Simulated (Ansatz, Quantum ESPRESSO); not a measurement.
# Work function of Mo(100), 7 layers, part 2 of 6

Wanted: work functions and the surface dipole of Mo(100), 7 layers at several levels, with their cost.

Quantum ESPRESSO 7.5; plane-wave DFT, PBE, GBRV ultrasoft pseudopotentials; geometry and cross-check by Ansatz 0.2.0 with PAW datasets.

So far. Step 2 (Relaxation with Ansatz): The relaxation lowers the energy by 37 meV an atom. Held were the atoms numbered 3, 4 and 5; the forces quoted are those on the free ones.

## Step 3: Self-consistent run

The work function is the vacuum level less the Fermi level, so the run needs a vacuum wide enough for a flat potential.

Level of this step: plane-wave DFT, PBE, GBRV ultrasoft pseudopotentials (Quantum ESPRESSO 7.5).

scf.in reads:

```
&control
  prefix = 'scf'
  outdir = './out'
  pseudo_dir = './pseudo'
  calculation = 'scf'
  tprnfor = .true.
/
&system
  ibrav = 0
  nat = 7
  ntyp = 1
  ecutwfc = 40
  ecutrho = 200
  occupations = 'smearing'
  smearing = 'mv'
  degauss = 0.02
/
&electrons
  conv_thr = 1e-07
  mixing_beta = 0.4
  electron_maxstep = 120
  mixing_mode = 'local-TF'
/
ATOMIC_SPECIES
  Mo  95.9500  mo_pbe_v1.uspp.F.UPF
CELL_PARAMETERS angstrom
  3.15000000000000 0.00000000000000 0.00000000000000
  0.00000000000000 3.15000000000000 0.00000000000000
  0.00000000000000 0.00000000000000 25.45000000000000
ATOMIC_POSITIONS crystal
  Mo  0.000000000000 0.000000000000 0.319348393181
  Mo  0.500000000000 0.500000000000 0.374509287596
  Mo  0.000000000000 0.000000000000 0.438113948900
  Mo  0.500000000000 0.500000000000 0.500000000000
  Mo  0.000000000000 0.000000000000 0.561886051100
  Mo  0.500000000000 0.500000000000 0.625490742400
  Mo  -0.000000000000 0.000000000000 0.680651634856
K_POINTS automatic
  8 8 1 0 0 0
```

Launch:

```
> OMP_NUM_THREADS=1 mpirun -n 4 pw.x -nk 4 -in scf.in > scf.out
```

Output:

```text
Program PWSCF v.7.5 starts
[citation notice left out]

     Parallel version (MPI & OpenMP), running on       4 processor cores
     Number of MPI processes:                 4
     Threads/MPI process:                     1

     MPI processes distributed on     1 nodes
[...]
Current dimensions of program PWSCF are:
     Max number of different atomic species (ntypx) = 10
     Max number of k-points (npk) =  40000
     Max angular momentum in pseudopotentials (lmaxx) =  4
     Message from routine setup:
     using ibrav=0 with symmetry is DISCOURAGED, use correct ibrav instead

     K-points division:     npool     =       4
     Subspace diagonalization in iterative solution of the eigenvalue problem:
     a serial algorithm will be used

     G-vector sticks info
     --------------------
     sticks:   dense  smooth     PW     G-vecs:    dense   smooth      PW
     Sum         561     437    137                81313    57917   10173

     Using Slab Decomposition

     bravais-lattice index     =            0
     lattice parameter (alat)  =       5.9526  a.u.
     unit-cell volume          =    1704.1409 (a.u.)^3
     number of atoms/cell      =            7
     number of atomic types    =            1
     number of electrons       =        98.00
     number of Kohn-Sham states=           59
     kinetic-energy cutoff     =      40.0000  Ry
     charge density cutoff     =     200.0000  Ry
     scf convergence threshold =      1.0E-07
     mixing beta               =       0.4000
     number of iterations used =            8  local-TF  mixing
     Exchange-correlation= SLA  PW   PBE  PBE
                           (   1   4   3   4   0   0   0)

     celldm(1)=   5.952637  celldm(2)=   0.000000  celldm(3)=   0.000000
     celldm(4)=   0.000000  celldm(5)=   0.000000  celldm(6)=   0.000000

     crystal axes: (cart. coord. in units of alat)
               a(1) = (   1.000000   0.000000   0.000000 )
               a(2) = (   0.000000   1.000000   0.000000 )
               a(3) = (   0.000000   0.000000   8.079365 )

     reciprocal axes: (cart. coord. in units 2 pi/alat)
               b(1) = (  1.000000  0.000000  0.000000 )
               b(2) = (  0.000000  1.000000  0.000000 )
               b(3) = (  0.000000  0.000000  0.123772 )

     PseudoPot. # 1 for Mo read from file:
     ./pseudo/mo_pbe_v1.uspp.F.UPF
     Pseudo is Ultrasoft + core correction, Zval = 14.0
     Generated by new atomic code, or converted to UPF format
     Using radial grid of  889 points,  6 beta functions with:
                l(1) =   0
                l(2) =   0
                l(3) =   1
                l(4) =   1
                l(5) =   2
                l(6) =   2
     Q(r) pseudized with  6 coefficients,  rinner =    1.000   1.000   1.000
                                                       1.000   1.000

     atomic species   valence    mass     pseudopotential
     Mo               14.00    95.95000     Mo( 1.00)

     16 Sym. Ops., with inversion, found

   Cartesian axes

     site n.     atom                  positions (alat units)
         1        Mo     tau(   1) = (   0.0000000   0.0000000   2.5801323  )
         2        Mo     tau(   2) = (   0.5000000   0.5000000   3.0257973  )
         3        Mo     tau(   3) = (   0.0000000   0.0000000   3.5396825  )
         4        Mo     tau(   4) = (   0.5000000   0.5000000   4.0396825  )
         5        Mo     tau(   5) = (   0.0000000   0.0000000   4.5396825  )
         6        Mo     tau(   6) = (   0.5000000   0.5000000   5.0535681  )
         7        Mo     tau(   7) = (   0.0000000   0.0000000   5.4992330  )

     number of k points=    15  Marzari-Vanderbilt smearing, width (Ry)=  0.0200
                       cart. coord. in units 2pi/alat
        k(    1) = (   0.0000000   0.0000000   0.0000000), wk =   0.0312500
        k(    2) = (   0.0000000   0.1250000   0.0000000), wk =   0.1250000
        k(    3) = (   0.0000000   0.2500000   0.0000000), wk =   0.1250000
        k(    4) = (   0.0000000   0.3750000   0.0000000), wk =   0.1250000
        k(    5) = (   0.0000000  -0.5000000   0.0000000), wk =   0.0625000
        k(    6) = (   0.1250000   0.1250000   0.0000000), wk =   0.1250000
        k(    7) = (   0.1250000   0.2500000   0.0000000), wk =   0.2500000
        k(    8) = (   0.1250000   0.3750000   0.0000000), wk =   0.2500000
        k(    9) = (   0.1250000  -0.5000000   0.0000000), wk =   0.1250000
        k(   10) = (   0.2500000   0.2500000   0.0000000), wk =   0.1250000
[...]
k(   15) = (  -0.5000000  -0.5000000   0.0000000), wk =   0.0312500

     Dense  grid:    81313 G-vectors     FFT dimensions: (  27,  27, 225)

     Smooth grid:    57917 G-vectors     FFT dimensions: (  24,  24, 200)

     Estimated max dynamical RAM per process >     157.03 MB

     Estimated total dynamical RAM >     568.57 MB

     Initial potential from superposition of free atoms

     starting charge      97.9926, renormalised to      98.0000

     negative rho (up, down):  5.095E-03 0.000E+00
     Starting wfcs are   91 randomized atomic wfcs

     total cpu time spent up to now is        1.6 secs

     per-process dynamical memory:    84.5 Mb

     Self-consistent Calculation

     iteration #  1     ecut=    40.00 Ry     beta= 0.40
     Davidson diagonalization with overlap
     ethr =  1.00E-02,  avg # of iterations =  2.0

     negative rho (up, down):  1.915E-03 0.000E+00

     total cpu time spent up to now is        4.4 secs

     total energy              =    -975.19809622 Ry
     estimated scf accuracy    <       4.43412024 Ry

     iteration #  2     ecut=    40.00 Ry     beta= 0.40
[...]
negative rho (up, down):  4.508E-04 0.000E+00

[...]
total energy              =    -975.10424649 Ry
     estimated scf accuracy    <       1.37604849 Ry

     iteration #  3     ecut=    40.00 Ry     beta= 0.40
[...]
negative rho (up, down):  7.956E-05 0.000E+00

[...]
total energy              =    -975.05873449 Ry
     estimated scf accuracy    <       0.42225807 Ry

     iteration #  4     ecut=    40.00 Ry     beta= 0.40
[...]
negative rho (up, down):  3.128E-05 0.000E+00

[...]
total energy              =    -975.09024491 Ry
     estimated scf accuracy    <       0.09064521 Ry

     iteration #  5     ecut=    40.00 Ry     beta= 0.40
[...]
negative rho (up, down):  1.161E-05 0.000E+00

[...]
negative rho (up, down):  2.065E-02 0.000E+00

[...]
total energy              =    -975.07715989 Ry
     estimated scf accuracy    <       0.00339814 Ry

     iteration # 11     ecut=    40.00 Ry     beta= 0.40
[...]
negative rho (up, down):  1.278E-02 0.000E+00

[...]
total energy              =    -975.07526689 Ry
     estimated scf accuracy    <       0.00777569 Ry

     iteration # 12     ecut=    40.00 Ry     beta= 0.40
[...]
negative rho (up, down):  8.601E-03 0.000E+00

[...]
total energy              =    -975.07616398 Ry
     estimated scf accuracy    <       0.00302994 Ry

     iteration # 13     ecut=    40.00 Ry     beta= 0.40
[...]
negative rho (up, down):  5.669E-03 0.000E+00

[...]
total energy              =    -975.07665927 Ry
     estimated scf accuracy    <       0.00084594 Ry

     iteration # 14     ecut=    40.00 Ry     beta= 0.40
[...]
negative rho (up, down):  5.244E-03 0.000E+00

[...]
total energy              =    -975.07665870 Ry
     estimated scf accuracy    <       0.00044285 Ry

     iteration # 15     ecut=    40.00 Ry     beta= 0.40
[...]
negative rho (up, down):  5.224E-03 0.000E+00

[...]
total energy              =    -975.07669509 Ry
     estimated scf accuracy    <       0.00000675 Ry

     iteration # 16     ecut=    40.00 Ry     beta= 0.40
[...]
negative rho (up, down):  5.221E-03 0.000E+00

[...]
total energy              =    -975.07669913 Ry
     estimated scf accuracy    <       0.00000282 Ry

     iteration # 17     ecut=    40.00 Ry     beta= 0.40
[...]
negative rho (up, down):  5.137E-03 0.000E+00

[...]
total energy              =    -975.07669941 Ry
     estimated scf accuracy    <       0.00000050 Ry

     iteration # 18     ecut=    40.00 Ry     beta= 0.40
[...]
negative rho (up, down):  5.136E-03 0.000E+00

[...]
total energy              =    -975.07669955 Ry
     estimated scf accuracy    <       0.00000010 Ry

     iteration # 19     ecut=    40.00 Ry     beta= 0.40
[...]
negative rho (up, down):  5.129E-03 0.000E+00

[...]
End of self-consistent calculation

          k = 0.0000 0.0000 0.0000 (  7237 PWs)   bands (ev):

   -54.1509 -54.0794 -53.9041 -53.8684 -53.7367 -53.5084 -53.5081 -28.3880
   -28.3395 -28.3395 -28.3331 -28.2228 -28.2228 -28.1387 -28.0496 -28.0111
   -28.0111 -27.8517 -27.8517 -27.7753 -27.5370 -27.5370 -27.5179 -27.4177
   -27.2797 -27.2797 -27.2708 -27.2708   0.3050   1.2758   1.8793   2.0550
     2.3235   2.5687   2.8426   3.2447   3.6167   3.7294   4.6529   5.7871
     5.7871   5.9004   5.9416   5.9416   6.2213   6.3773   6.3773   6.4197
     6.8969   6.8969   6.9743   7.0346   7.0453   7.8024   7.8595   7.8595
     8.1514   8.5740   8.9926

          k = 0.0000 0.1250 0.0000 (  7256 PWs)   bands (ev):

   -54.1346 -54.0681 -53.8934 -53.8633 -53.7445 -53.5163 -53.5161 -28.4512
   -28.4426 -28.3526 -28.3043 -28.2715 -28.1929 -28.1157 -28.0915 -27.9893
   -27.9616 -27.9443 -27.8477 -27.6425 -27.6365 -27.5564 -27.4499 -27.4191
   -27.3055 -27.3026 -27.2990 -27.2821   0.6273   1.5252   2.1078   2.2907
     2.5143   2.6633   3.0514   3.2858   3.5331   3.9354   4.7468   5.3265
     5.3581   5.5976   5.6893   5.6955   5.9033   6.5045   6.5069   6.5579
     6.5957   7.0957   7.1085   7.4507   7.5948   7.6073   7.7898   8.2692
     8.3323   8.6722   8.9089

          k = 0.0000 0.2500 0.0000 (  7222 PWs)   bands (ev):

   -54.0911 -54.0399 -53.8654 -53.8494 -53.7676 -53.5375 -53.5375 -28.5950
   -28.5801 -28.4387 -28.4029 -28.2063 -28.1532 -28.1294 -28.1118 -27.9610
   -27.9605 -27.9299 -27.8380 -27.6394 -27.6154 -27.5843 -27.4268 -27.4251
   -27.3770 -27.3750 -27.3117 -27.3064   1.4723   2.0196   2.4839   2.6468
     2.7179   3.0226   3.2195   3.2486   3.8451   4.6051   4.7029   4.8770
     5.1472   5.2728   5.5504   5.7083   5.8814   6.0891   6.2358   6.4039
     6.4291   7.5437   7.5559   7.5640   7.8413   7.9009   8.0679   8.1337
     8.2236   8.8273   8.9799

          k = 0.0000 0.3750 0.0000 (  7234 PWs)   bands (ev):

   -54.0374 -54.0106 -53.8342 -53.8322 -53.7998 -53.5631 -53.5631 -28.7181
   -28.6863 -28.5413 -28.4988 -28.2626 -28.1605 -28.0690 -28.0207 -28.0098
   -27.9222 -27.8544 -27.8279 -27.7111 -27.6113 -27.5802 -27.4698 -27.4698
   -27.4175 -27.4029 -27.3241 -27.3110   2.1505   2.1596   2.3932   2.5658
     3.0860   3.5450   3.5675   3.8192   4.1081   4.2248   4.6481   4.7860
     4.8931   5.5090   5.6367   5.6717   6.0487   6.1720   6.4297   6.6758
     7.0676   7.2820   7.4562   7.7460   7.8754   7.8755   8.3268   8.6612
     8.8209   8.9697   9.0614

          k = 0.0000-0.5000 0.0000 (  7196 PWs)   bands (ev):

   -54.0091 -53.9983 -53.8270 -53.8233 -53.8116 -53.5756 -53.5756 -28.7634
   -28.7280 -28.5907 -28.5219 -28.3012 -28.1953 -28.0697 -27.9690 -27.9552
   -27.8799 -27.8250 -27.8233 -27.7800 -27.5931 -27.5885 -27.5211 -27.5210
   -27.4152 -27.3926 -27.3292 -27.3112   2.0077   2.0877   2.5005   2.6918
     3.2630   3.8164   3.9433   3.9635   4.0362   4.5067   4.5403   4.6773
     4.7124   5.3101   5.5010   5.5886   5.8352   6.6617   6.7117   6.7759
     6.9365   7.3874   7.7005   8.1016   8.1581   8.4676   8.5074   8.8068
     8.9912   9.1836   9.4762

          k = 0.1250 0.1250 0.0000 (  7253 PWs)   bands (ev):

   -54.1195 -54.0578 -53.8834 -53.8582 -53.7515 -53.5229 -53.5228 -28.4643
   -28.4540 -28.4028 -28.2961 -28.2933 -28.2812 -28.0824 -28.0657 -28.0612
   -27.9371 -27.9134 -27.8859 -27.6543 -27.5910 -27.5519 -27.4650 -27.4439
   -27.3384 -27.3230 -27.2897 -27.2787   0.9323   1.7911   2.4028   2.4523
     2.7753   2.8447   3.2008   3.5176   3.6611   3.8864   4.4802   5.1146
     5.1246   5.2023   5.3307   5.5007   5.8032   6.3766   6.5207   6.6132
     6.6829   7.0247   7.1714   7.6198   7.6418   7.7846   7.8281   8.5848
     8.6027   8.6403   8.8214

[...]
the Fermi energy is     7.0533 ev

!    total energy              =    -975.07669953 Ry
     estimated scf accuracy    <       0.00000003 Ry
     smearing contrib. (-TS)   =       0.00315168 Ry
     internal energy E=F+TS    =    -975.07985121 Ry

     The total energy is F=E-TS. E is the sum of the following terms:
     one-electron contribution =   -9115.24333624 Ry
     hartree contribution      =    4568.14226769 Ry
     xc contribution           =    -135.29699217 Ry
     ewald contribution        =    3707.31820951 Ry

     convergence has been achieved in  19 iterations

     negative rho (up, down):  5.129E-03 0.000E+00

     Forces acting on atoms (cartesian axes, Ry/au):

     atom    1 type  1   force =     0.00000000    0.00000000    0.00201813
     atom    2 type  1   force =     0.00000000    0.00000000    0.00097819
     atom    3 type  1   force =     0.00000000    0.00000000   -0.00503554
     atom    4 type  1   force =     0.00000000    0.00000000    0.00000000
     atom    5 type  1   force =     0.00000000    0.00000000    0.00503554
     atom    6 type  1   force =     0.00000000    0.00000000   -0.00097819
     atom    7 type  1   force =     0.00000000    0.00000000   -0.00201813

     Total force =     0.007796     Total SCF correction =     0.001265
     SCF correction compared to forces is large: reduce conv_thr to get better values

[...]
=------------------------------------------------------------------------------=
   JOB DONE.
=------------------------------------------------------------------------------=
```

Wall time 57 s (4 MPI ranks of Arm Neoverse V2, shared host); peak memory 0.62 GiB; 3.8 min of CPU time.

Read from the output:

| Property | Result |
| --- | --- |
| free energy | -13266.5943 eV |
| Fermi energy | 7.053 eV |

The program's own clock; routines nest. Time by routine:

```tsv
routine	wall time (s)	calls
PWSCF	56.92	1
electrons	54.77	1
c_bands	41.05	19
cegterg	38.47	76
h_psi	23.33	353
fftw	18.07	25738
vloc_psi	16.45	353
sum_band	6.35	19
mix_rho	5.11	19
calbec	4.87	445
add_vuspsi	3.31	353
s_psi	3.29	353
h_psi:calbec	3.26	353
ffts	2.87	2215
```

The run needed 19 iterations to bring the estimated error under 1e-07 Ry; the largest force on any atom, held or free, is 0.13 eV/Å.

## Step 4: Potential by pp.x

plot_num = 11 writes the bare and Hartree potential. It leaves out exchange and correlation, which fade slowly, so it flattens close to the surface.

pot.in reads:

```
&inputpp
  prefix = 'scf'
  outdir = './out'
  filplot = 'pot.dat'
  plot_num = 11
/
```

Launch:

```
> OMP_NUM_THREADS=1 mpirun -n 4 pp.x -in pot.in > pot.out
```

Output:

```text
[banner, memory and clock lines left out]
Program POST-PROC v.7.5 starts

          URL

     ./out/scf.save/

     IMPORTANT: XC functional enforced from input :
     Exchange-correlation= PBE
                           (   1   4   3   4   0   0   0)
     Any further DFT definition will be discarded
     Please, verify this is what you really want

     negative rho (up, down):  5.129E-03 0.000E+00

     Calling punch_plot, plot_num =  11
     Writing data to file  pot.dat
     Message from routine chdens:
     namelist plot not found or invalid, exiting
```

Run time: 0.81 s. Hardware: 4 MPI ranks; peak memory 0.1 GiB; 2.9 s of CPU time.

Read from the output:

* work function of the upper face: 3.928 eV
* slope of the potential above: 0.001289 eV/Å
* upper vacuum line continued to the top atoms, over the Fermi level: 3.921 eV
* work function of the lower face: 3.929 eV
* slope of the potential below: -9.54e-4 eV/Å
* lower vacuum line continued to the bottom atoms, over the Fermi level: 3.923 eV

The potential energy, planar mean oscillates, so the rows of the table below give means over windows of 0.5 Å about each position, cut where the curve ends. Its maxima inside the range that stand out by 2 % of the span (Å: eV): 8.82: -11.7, 10.29: -7.78, 11.99: -8.45, 13.46: -8.45, 15.16: -7.78, 16.63: -11.7. Its minima: 8.14: -23.8, 9.50: -24.2, 11.20: -23.9, 12.67: -23.7, 14.25: -23.9, 15.95: -24.2, 17.31: -23.8.

Electrostatic potential energy of an electron; zero at the Fermi level. Potential energy, planar mean against z; means over each step:

```tsv
z (Å)	potential energy, planar mean (eV)
0.0	3.93
0.5	3.93
1.0	3.93
1.5	3.93
2.0	3.93
2.5	3.93
3.0	3.93
3.5	3.93
4.0	3.92
4.5	3.91
5.0	3.88
5.5	3.80
6.0	3.55
6.5	2.85
7.0	0.727
7.5	-7.36
8.0	-21.1
8.5	-17.5
9.0	-14.5
9.5	-22.7
10.0	-14.0
10.5	-10.3
11.0	-21.4
11.5	-17.2
12.0	-9.94
12.5	-20.0
13.0	-18.9
13.5	-9.76
14.0	-18.4
14.5	-20.5
15.0	-9.68
15.5	-15.3
16.0	-22.5
16.5	-13.9
17.0	-18.6
17.5	-20.2
18.0	-5.96
18.5	1.05
19.0	2.96
19.5	3.59
20.0	3.81
20.5	3.89
21.0	3.91
21.5	3.92
22.0	3.93
22.5	3.93
23.0	3.93
23.5	3.93
24.0	3.93
24.5	3.93
25.0	3.93
```

Electrostatic potential energy in the ca plane at fractional y = 0.000, with atoms of Mo within 0.2 Å of it. With pseudopotentials it is smooth inside the atoms' cores, unlike the true potential.

Ten even steps from '0' (-161 eV) to '9' (4 eV), each cell a mean:
```
99984126999851158999831269998511589999999999
99997678999986689999976789999866899999999999
99999999999999999999999999999999999999999999
99999999999999999999999999999999999999999999
99999999999999999999999999999999999999999999
99998889999998899999988899999988999999999999
99986347999964368999853479999633689999999999
99972005899840048999720058998400489999999999
```
Columns run along c (16.0 Å, from fractional 0.25 to 0.88 of the cell; values clipped at the 3rd and 97th percentile), rows up along a (3.1 Å). Atoms in or near the plane, at fractional coordinates: Mo at (0.32, 0.00), Mo at (0.44, 0.00), Mo at (0.56, 0.00), Mo at (0.68, 0.00).

The vacuum is flat to 1.3 meV/Å, so its level is well defined. Inside the slab the curve depends on the local part of the pseudopotentials; only the vacuum level has a meaning of its own.

## Step 5: Macroscopic average

A running mean over one period damps the atomic wiggles and leaves the mean of this pseudopotential's potential.

avg.in reads:

```
1
pot.dat
1.0
646
3
2.9763186463
```

Launch:

```
> OMP_NUM_THREADS=1 average.x < avg.in > avg.out
```

Output:

```text
[banner, memory and clock lines left out]
Program AVERAGE v.7.5 starts

          URL

     Reading header from file  pot.dat
     Reading data from file  pot.dat
     Output written to file avg.dat

[...]
```

The job ended after 0.51 s (1 MPI rank; peak memory 0.1 GiB).

Read from the output:

- average.x's running mean inside the slab, on the run's own zero: -8.929 eV
- mean potential by an exact Fourier window inside the slab, on the run's own zero: -8.938 eV

The potential energy (planar mean) oscillates, so the rows of the table below give means over windows of 1.54 Å about each position, cut where the curve ends. Its maxima inside the range that stand out by 2 % of the span (Å: eV): 8.9: -11.8, 10.3: -7.66, 12.0: -8.37, 13.5: -8.28, 15.1: -7.67, 16.6: -11.7. Its minima: 8.2: -23.8, 9.5: -24.2, 11.1: -24.0, 12.7: -23.9, 14.3: -23.9, 15.9: -24.2, 17.3: -23.8.

Electrostatic potential energy of an electron; zero at the Fermi level; window 1.5750 Å. Potential energy against z; means over each step:

```tsv
z (Å)	planar mean (eV)	running mean (eV)
0.77	3.93	3.93
2.31	3.93	3.93
3.85	3.92	3.92
5.39	3.78	3.71
6.93	-0.533	-2.16
8.47	-17.6	-16.8
10.01	-15.7	-16.0
11.55	-16.1	-16.1
13.09	-16.1	-16.1
14.63	-15.9	-15.8
16.17	-17.6	-17.4
17.71	-12.7	-11.3
19.25	3.11	2.62
20.79	3.90	3.88
22.33	3.93	3.93
23.87	3.93	3.93
25.41	3.93	3.93
```

Where the running mean is not flat inside, average.x's window, rounded to the grid, doesn't match the spacings there.

(Continued in part 3 of 6.)

[Logs are printed without paths, hosts, clocks, repeated set-up lines and the standing remarks that a program may print on its own settings, such as how far it seeks lower states.]

[Hosts, paths, dates, database ids (printed as entryN), source tags and the programs' standing remarks are cut or masked in the printed files.]

[Maps of the electrostatic potential energy from Ansatz leave out the sawtooth potential of an applied field or a dipole correction, so their vacuum need not be flat; planar profiles and work functions include it.]
